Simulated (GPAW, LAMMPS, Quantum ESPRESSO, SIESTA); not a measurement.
**Forces in amorphous film on crystalline C with 5 % Si on C sites, (100) (216 atoms), program by program**

One geometry of amorphous film on crystalline C with 5 % Si on C sites, (100) (216 atoms) is solved by several programs and methods. How far do their forces lie from a plane-wave PBE run?

Results are calculated, not measured.

### 1. The structure

The cell holds 216 atoms (205 C and 11 Si), with edges of 10.70, 10.70 and 22.98 Å. Recipe: A 3 x 3 x 3 block of diamond C (a = 3.566 Å), 5 % of C replaced at random by Si with its (100) planes normal to z; the lower 33 % held fixed, the rest melted at 8000 K for 10 ps and cooled to 500 K at 100 K/ps with the Tersoff potential (Tersoff, Phys. Rev. B 39, 5566 (1989)); then all atoms free for 10 ps at 500 K, under 12 Å of vacuum. Minimised at fixed cell.

### 2. The reference input

Quantum ESPRESSO 7.5: Kohn-Sham DFT, PBE, SSSP efficiency 1.3.0 pseudopotentials, plane waves. Its input, pw.in:

```
&control
  calculation = 'scf'
  pseudo_dir = './pseudo'
  outdir = './tmp'
  disk_io = 'none'
  tprnfor = .true.
/
&system
  ibrav = 0
  nat = 216
  ntyp = 2
  ecutwfc = 45
  ecutrho = 360
  nosym = .true.
  occupations = 'smearing'
  smearing = 'fd'
  degauss = 0.003675
/
&electrons
  conv_thr = 1.1e-06
  electron_maxstep = 100
  mixing_beta = 0.2
  mixing_mode = 'local-TF'
  diagonalization = 'david'
/
ATOMIC_SPECIES
C 12.011 C.upf
Si 28.085 Si.upf
CELL_PARAMETERS angstrom
10.69800 0.00000 0.00000
0.00000 10.69800 0.00000
0.00000 0.00000 22.98329
ATOMIC_POSITIONS crystal
C 0.99416 0.14189 0.11566
C 0.07444 0.22097 0.14851
C 0.99069 0.30062 0.18760
C 0.07462 0.38613 0.22523
[... 210 atom lines left out ...]
C 0.85740 0.88828 0.47320
C 0.35648 0.43784 0.61288
K_POINTS gamma
```

```console
$ OMP_NUM_THREADS=1 mpirun -np 4 pw.x -in pw.in > output.txt
```

Run time: 14 min. Hardware: 4 MPI ranks of Arm Neoverse V2, shared host; peak memory 12 GiB.

It converged with an r.m.s. force component of 1.1 eV/Å.

### 3. The other programs

- GPAW 26.7.0: PAW with atomic orbitals (LCAO), plane waves or a real-space grid of spacing h.
- Quantum ESPRESSO 7.5: plane waves; labels (QE) give functional, pseudopotential set and cutoffs of waves/density.
- SIESTA 5.4.2: numerical atomic orbitals, whose automatically made sets are far from complete, with PseudoDojo norm-conserving potentials that we converted to its format (checked against plane waves on the same files for H, C, O, Si, Ge and Ca alone); labels give functional, basis size, energy shift and mesh cutoff.

All use the same cell and atoms, and the electronic-structure runs the same k-mesh.

### 4. All runs compared

Differences are against the reference: forces as r.m.s. over components, share as that over the reference's r.m.s. force, slope as the fitted ratio of a run's forces to the reference's.

```csv
run,"Δ force, r.m.s. (meV/Å)",share (%),slope,cores,CPU time,memory (GiB)
reference,-,-,-,4,56 min,12
"GPAW PBE, LCAO dzp, h 0.2 Å",136,12.2,1.021,4,50 min,6.2
"GPAW PBE, LCAO dzp, h 0.2 Å, other mixer settings",137,12.2,1.022,4,58 min,6.0
"GPAW PBE, plane waves 450 eV",20.1,1.80,1.004,4,50 min,4.8
"QE PBE, sssp-1.3.0-efficiency, 45/360 Ry, rmm-davidson",0.134,0.012,1.000,4,59 min,12
"SIESTA PBE, DZP, shift 0.01 Ry, mesh 200 Ry",183,16.4,1.022,4,18 min,2.9
"SIESTA PBE, DZP, shift 0.01 Ry, mesh 300 Ry",183,16.4,1.022,4,25 min,3.9
"SIESTA PBE, SZP, shift 0.01 Ry, mesh 300 Ry (coarse)",554,49.7,1.081,4,15 min,3.0
```

Rows marked coarse were listed beforehand as settings not expected to be converged; some can still land near the reference.

CPU time is summed over cores on shared hosts, so it is rough.

### 5. What came out

Forces lie from 0.012 % (QE PBE, sssp-1.3.0-efficiency, 45/360 Ry, rmm-davidson) to 50 % (SIESTA PBE, SZP, shift 0.01 Ry, mesh 300 Ry, coarse) of the reference's r.m.s. force of 1.1 eV/Å away from it. Other PBE runs on plane waves or a grid: GPAW PBE, plane waves 450 eV 1.8 % and QE PBE, sssp-1.3.0-efficiency, 45/360 Ry, rmm-davidson 0.012 % of the r.m.s. force; the reference has errors of its own, so differences under a few per cent don't tell which side is nearer the exact PBE result. With the reference's own potentials and cutoffs, another solver or threshold moves forces by 0.012 % (QE PBE, sssp-1.3.0-efficiency, 45/360 Ry, rmm-davidson). The PBE runs in local orbitals, coarse settings apart, differ by 12 % (GPAW PBE, LCAO dzp, h 0.2 Å) to 16 % (SIESTA PBE, DZP, shift 0.01 Ry, mesh 200 Ry); basis, grid and potentials can all enter.

Runs with settings chosen to be coarse differ by 50 % (SIESTA PBE, SZP, shift 0.01 Ry, mesh 300 Ry), their programs' other errors included. From SIESTA PBE, DZP, shift 0.01 Ry, mesh 200 Ry to the finer SIESTA PBE, DZP, shift 0.01 Ry, mesh 300 Ry the share goes from 16.4 to 16.4 %, so the grid isn't what parts these runs from the reference.

**Limits.** The network of bonds at the start is that of the classical potential that made the cell, and needn't be the one that DFT or experiment would give. The runs have no spin polarisation, so any moments at edges, vacancies or dangling bonds can't form. The electronic-structure runs sample only Γ, in a cell whose shortest periodic width is 11 Å, which is coarse for a cell with partly filled levels. The slab repeats along its normal with no dipole correction. Where levels are smeared, the DFT runs use Fermi–Dirac occupations at 580 K (0.05 eV), and energies are free energies. The reference's cutoffs and mesh weren't converged further here.

[Logs are printed without paths, hosts, clocks, repeated set-up lines and the standing remarks that a program may print on its own settings, such as how far it seeks lower states.]

[Hosts, paths, dates, database ids (printed as entryN), source tags and the programs' standing remarks are cut or masked in the printed files.]

[Cells were taken only where this reference lay near another plane-wave run.]
